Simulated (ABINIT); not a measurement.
# NaMgF3 (Pm-3m): G0W0 with ABINIT, start to end

Aim: the G0W0 gap of NaMgF3 (Pm-3m) on LDA, step by step.

Method: LDA and many-body steps on it, plane waves, in ABINIT 10.8.3.

**1. Set-up**

It takes space group Pm-3m (No. 221, cubic). Conventional cell: a = 3.951 Å, b = 3.951 Å, c = 3.951 Å, α = 90.00°, β = 90.00°, γ = 90.00°. Nearest to Na lie 12 F at 2.79 Å. Mg has 6 F at 1.98 Å nearest. Nearest to F lie 2 Mg at 1.98 Å and 4 Na at 2.79 Å. Farther neighbours and most contacts between anions are not listed.

The cell and positions are those that the Materials Project relaxed with its own functionals (PBE, PBE+U or r2SCAN), kept fixed.

**2. Ground state**

This step: ABINIT 10.8.3; DFT, LDA, plane waves, norm-conserving pseudopotentials.

The ground-state density comes first.

Input file run.abi:

```
acell 3*1.0 Angstrom
rprim 
  3.950839000000 0.000000000000 0.000000000000
  0.000000000000 3.950839000000 0.000000000000
  0.000000000000 0.000000000000 3.950839000000
ntypat 3
znucl 11 12 9
natom 5
typat 1 2 3 3 3
xred 
  0.000000000000 0.000000000000 0.000000000000
  0.500000000000 0.500000000000 0.500000000000
  0.500000000000 0.500000000000 0.000000000000
  0.500000000000 0.000000000000 0.500000000000
  0.000000000000 0.500000000000 0.500000000000
pp_dirpath "pseudos"
pseudos "Na.upf, Mg.upf, F.upf"
ecut 38
ngkpt 6 6 6
nshiftk 1
shiftk 0 0 0
kptopt 1
chksymbreak 0
nband 26
occopt 1
tolvrs 1e-10
nstep 60
prtwf 0
optforces 0
optstress 0
indata_prefix "in"
outdata_prefix "out"
tmpdata_prefix "tmp"
```

Started as:

```console
> OMP_NUM_THREADS=1 mpirun -n 4 abinit run.abi > log
```

Numbers of over 12 decimals in the logs are rounded to 6 here.

What it wrote:

```text
.Version 10.8.3 of ABINIT. v10.8.2 released Aug 2026.

 Symmetries : space group Pm -3 m (#221); Bravais cP (primitive cubic)
================================================================================
 Values of the parameters that define the memory need of the present run
     intxc =       0    ionmov =       0      iscf =       7    lmnmax =       5
     lnmax =       5     mgfft =      45  mpssoang =       3    mqgrid =    3001
     natom =       5  nloc_mem =       1    nspden =       1   nspinor =       1
    nsppol =       1      nsym =      48    n1xccc =    2501    ntypat =       3
    occopt =       1   xclevel =       1
-    mband =          26        mffmem =           1         mkmem =           5
       mpw =        4677          nfft =       91125          nkpt =          20
================================================================================
  Rough estimation (10% accuracy) of disk space for files :
================================================================================

--------------------------------------------------------------------------------
------------- Echo of variables that govern the present computation ------------
--------------------------------------------------------------------------------
 -outvars: echo values of preprocessed input variables --------
            acell      1.8897261259E+00  1.8897261259E+00  1.8897261259E+00 Bohr

      chksymbreak           0
             ecut      3.80000000E+01 Hartree
-          fftalg         312

              ixc       -1012
              kpt      0.00000000E+00  0.00000000E+00  0.00000000E+00
                       1.66666667E-01  0.00000000E+00  0.00000000E+00
                       3.33333333E-01  0.00000000E+00  0.00000000E+00
                       5.00000000E-01  0.00000000E+00  0.00000000E+00
                       1.66666667E-01  1.66666667E-01  0.00000000E+00
                       3.33333333E-01  1.66666667E-01  0.00000000E+00
                       5.00000000E-01  1.66666667E-01  0.00000000E+00
                       3.33333333E-01  3.33333333E-01  0.00000000E+00
                       5.00000000E-01  3.33333333E-01  0.00000000E+00
   [... 9 further rows ...]
                       5.00000000E-01  5.00000000E-01  3.33333333E-01
                       5.00000000E-01  5.00000000E-01  5.00000000E-01
         kptrlatt        6    0    0      0    6    0      0    0    6
          kptrlen      4.47960221E+01
P           mkmem           5
            natom           5
            nband          26
            ngfft          45      45      45
             nkpt          20
            nstep          60
             nsym          48
           ntypat           3
              occ      2.000000  2.000000  2.000000  2.000000  2.000000  2.000000
                       2.000000  2.000000  2.000000  2.000000  2.000000  2.000000
                       2.000000  2.000000  2.000000  2.000000  2.000000  2.000000
                       2.000000  2.000000  0.000000  0.000000  0.000000  0.000000
                       0.000000  0.000000
        optforces           0
        optstress           0
            prtwf           0
            rprim      3.9508390000E+00  0.0000000000E+00  0.0000000000E+00
[...]
spgroup         221

           tolvrs      1.00000000E-10

             xred      0.0000000000E+00  0.0000000000E+00  0.0000000000E+00
[...]
znucl       11.00000   12.00000    9.00000

================================================================================

 chkinp: Checking input parameters for consistency.

================================================================================
== DATASET  1 ==================================================================
-   mpi_nproc: 4, omp_nthreads: 1 (-1 if OMP is not activated)

--- !DatasetInfo
iteration_state: {dtset: 1, }
dimensions: {natom: 5, nkpt: 20, mband: 26, nsppol: 1, nspinor: 1, nspden: 1, mpw: 4677, }
cutoff_energies: {ecut:  38.0, pawecutdg:  -1.0, }
electrons: {nelect:   4.00000000E+01, charge:   0.00000000E+00, occopt:   1.00000000E+00, tsmear:   1.00000000E-02, }

 Real(R)+Recip(G) space primitive vectors, cartesian coordinates (Bohr,Bohr^-1):
 R(1)=  7.4660037  0.0000000  0.0000000  G(1)=  0.1339405  0.0000000  0.0000000
 R(2)=  0.0000000  7.4660037  0.0000000  G(2)=  0.0000000  0.1339405  0.0000000
 R(3)=  0.0000000  0.0000000  7.4660037  G(3)=  0.0000000  0.0000000  0.1339405
 Unit cell volume ucvol=  4.1616409E+02 bohr^3
 Angles (23,13,12)=  9.00000000E+01  9.00000000E+01  9.00000000E+01 degrees

 getcut: wavevector=  0.0000  0.0000  0.0000  ngfft=  45  45  45
         ecut(hartree)=     38.000   => boxcut(ratio)=   2.12377

--- Pseudopotential description ------------------------------------------------
- Na Generated using ONCVPSP code by D. R. Hamann
- 11.00000   9.00000  180309                  znucl, zion, pspdat
12 -1012 1 -1 1968                            pspcod,pspxc,lmax,lloc,mmax
     nproj     2     2     0
  pspatm : epsatm=    9.37365322
         --- l  ekb(1:nproj) -->
[...]
pspatm: atomic psp has been read  and splines computed

- Mg Generated using ONCVPSP code by D. R. Hamann
- 12.00000  10.00000  180309                  znucl, zion, pspdat
12 -1012 1 -1 1510                            pspcod,pspxc,lmax,lloc,mmax
     nproj     2     2     0
  pspatm : epsatm=    9.23542517
         --- l  ekb(1:nproj) -->
[...]
pspatm: atomic psp has been read  and splines computed

- F Generated using ONCVPSP code by D. R. Hamann
-  9.00000   7.00000  201202                  znucl, zion, pspdat
12 -1012 2 -1 824                             pspcod,pspxc,lmax,lloc,mmax
     nproj     2     2     1
  pspatm : epsatm=    4.94580260
         --- l  ekb(1:nproj) -->
[...]
2   -2.364936
 pspatm: atomic psp has been read  and splines computed

   1.33785945E+03                                ecore*ucvol(ha*bohr**3)
--------------------------------------------------------------------------------

_setup2: Arith. and geom. avg. npw (full set) are    4656.079    4656.059

================================================================================

--- !BeginCycle
iteration_state: {dtset: 1, }
solver: {iscf: 7, nstep: 60, nline: 4, wfoptalg: 0, }
tolerances: {tolvrs: 1.00E-10, }

     iter   Etot(hartree)      deltaE(h)  residm     vres2
 ETOT  1  -178.75749606091    -1.788E+02 1.205E-01 4.534E+02
 ETOT  2  -178.82682026037    -6.932E-02 3.355E-03 2.998E+02
 ETOT  3  -178.95495195598    -1.281E-01 4.937E-03 1.685E+01
 ETOT  4  -178.95813791782    -3.186E-03 1.680E-03 3.370E-01
 ETOT  5  -178.95818210215    -4.418E-05 5.194E-04 9.594E-02
 ETOT  6  -178.95819711814    -1.502E-05 2.495E-04 1.387E-03
 ETOT  7  -178.95819735447    -2.363E-07 7.278E-05 1.098E-04
 ETOT  8  -178.95819737489    -2.042E-08 7.889E-05 4.346E-06
 ETOT  9  -178.95819737552    -6.256E-10 5.026E-05 2.638E-07
 ETOT 10  -178.95819737557    -4.775E-11 5.629E-05 5.967E-10
 ETOT 11  -178.95819737557    -9.038E-12 3.619E-05 1.108E-11

 At SCF step   11       vres2   =  1.11E-11 < tolvrs=  1.00E-10 =>converged.

--- !ResultsGS
iteration_state: {dtset: 1, }
comment   : Summary of ground state results
lattice_vectors:
- [  7.4660037,   0.0000000,   0.0000000, ]
- [  0.0000000,   7.4660037,   0.0000000, ]
- [  0.0000000,   0.0000000,   7.4660037, ]
lattice_lengths: [   7.46600,    7.46600,    7.46600, ]
lattice_angles: [ 90.000,  90.000,  90.000, ] # degrees, (23, 13, 12)
lattice_volume:   4.1616409E+02
convergence: {deltae: -9.038E-12, res2:  1.108E-11, residm:  3.619E-05, diffor:  0.000E+00, }
etotal    :  -1.78958197E+02
entropy   :   0.00000000E+00
fermie    :  -4.11580900E-02
cartesian_stress_tensor: null
pressure_GPa: null
xred      :
- [  0.0000E+00,   0.0000E+00,   0.0000E+00, Na]
- [  5.0000E-01,   5.0000E-01,   5.0000E-01, Mg]
- [  5.0000E-01,   5.0000E-01,   0.0000E+00,  F]
- [  5.0000E-01,   0.0000E+00,   5.0000E-01,  F]
- [  0.0000E+00,   5.0000E-01,   5.0000E-01,  F]
cartesian_forces: null
force_length_stats: {min: null, max: null, mean: null, }

 Integrated electronic density in atomic spheres:
 ------------------------------------------------
 Atom  Sphere_radius  Integrated_density
[...]
================================================================================

 ----iterations are completed or convergence reached----

 Mean square residual over all n,k,spin=   11.681E-08; max=  36.187E-06
 reduced coordinates (array xred) for    5 atoms
       0.000000000000      0.000000000000      0.000000000000
       0.500000000000      0.500000000000      0.500000000000
       0.500000000000      0.500000000000      0.000000000000
       0.500000000000      0.000000000000      0.500000000000
       0.000000000000      0.500000000000      0.500000000000
 rms dE/dt=  0.0000E+00; max dE/dt=  0.0000E+00; dE/dt below (all hartree)
    1       0.000000000000      0.000000000000      0.000000000000
    2       0.000000000000      0.000000000000      0.000000000000
    3       0.000000000000      0.000000000000      0.000000000000
    4       0.000000000000      0.000000000000      0.000000000000
    5       0.000000000000      0.000000000000      0.000000000000

 cartesian coordinates (angstrom) at end:
    1      0.000000     0.000000     0.000000
    2      1.975420     1.975420     1.975420
    3      1.975420     1.975420     0.000000
    4      1.975420     0.000000     1.975420
    5      0.000000     1.975420     1.975420
 length scales=  1.889726125908  1.889726125908  1.889726125908 bohr
              =  1.000000000000  1.000000000000  1.000000000000 angstroms
 prteigrs : about to open file out_EIG
 Fermi (or HOMO) energy (hartree) =  -0.04116   Average Vxc (hartree)=  -0.36670
 Eigenvalues (hartree) for nkpt=  20  k points:
 kpt#   1, nband= 26, wtk=  0.00463, kpt=  0.0000  0.0000  0.0000 (reduced coord)
  -2.60645   -1.78935   -1.41006   -1.41006   -1.41006   -0.77811   -0.77811   -0.77811
  -0.76984   -0.74049   -0.74049   -0.13970   -0.13970   -0.13970   -0.06484   -0.06484
  -0.06484   -0.05793   -0.05793   -0.05793    0.16649    0.43276    0.44281    0.44281
   0.50981    0.50981
 prteigrs : prtvol=0 or 1, do not print more k-points.

--- !EnergyTerms
iteration_state     : {dtset: 1, }
comment             : Components of total free energy in Hartree
kinetic             :  1.10207775989165E+02
hartree             :  5.99384425451802E+01
xc                  : -3.07030106433698E+01
Ewald energy        : -1.00905929746381E+02
psp_core            :  3.21474027495280E+00
local_psp           : -1.79452070091709E+02
non_local_psp       : -4.12581457034119E+01
total_energy        : -1.78958197375574E+02
total_energy_eV     : -4.86970063067126E+03
band_energy         : -2.80969508185149E+01

== END DATASET(S) ==============================================================
================================================================================

 -outvars: echo values of variables after computation  --------
           etotal     -1.7895819738E+02
            nband          26
             nkpt          20
          spgroup         221
 [... the other variables as echoed above ...]

 Calculation completed.
```

It took 18 s on 4 MPI ranks of Intel Xeon 6975P-C (Granite Rapids), shared host; peak memory 0.38 GiB.

This step gave:

```yaml
total_energy: -4869.7006 eV
gap: 5.650 eV
k_of_the_valence_top: 0.5, 0.5, 0.5
k_of_the_conduction_bottom: 0, 0, 0
least_direct_gap: 6.107 eV
```

The gap is indirect, with the least direct gap 0.46 eV higher.

(Continued in part 2 of 3.)

[Paths, hosts, dates, memory and timing lines, banners, echoed tables and standing remarks are left out of the program output.]

[Logs are printed without paths, hosts, clocks, repeated set-up lines and the standing remarks that a program may print on its own settings, such as how far it seeks lower states.]

[Runs of the session that timed out or met a known fault of the program may be left out.]

[Hosts, paths, dates, database ids (printed as entryN), source tags and the programs' standing remarks are cut or masked in the printed files.]

[G0W0 gaps are taken among the corrected bands and points alone; a level outside them can change the order at an edge.]

[Where Ansatz stands beside ABINIT at settings called matched, ABINIT's density can come from a denser mesh and the files from another edition; pairs whose starting gaps differed by over 0.03 eV were left out, so agreement reads better than it is.]
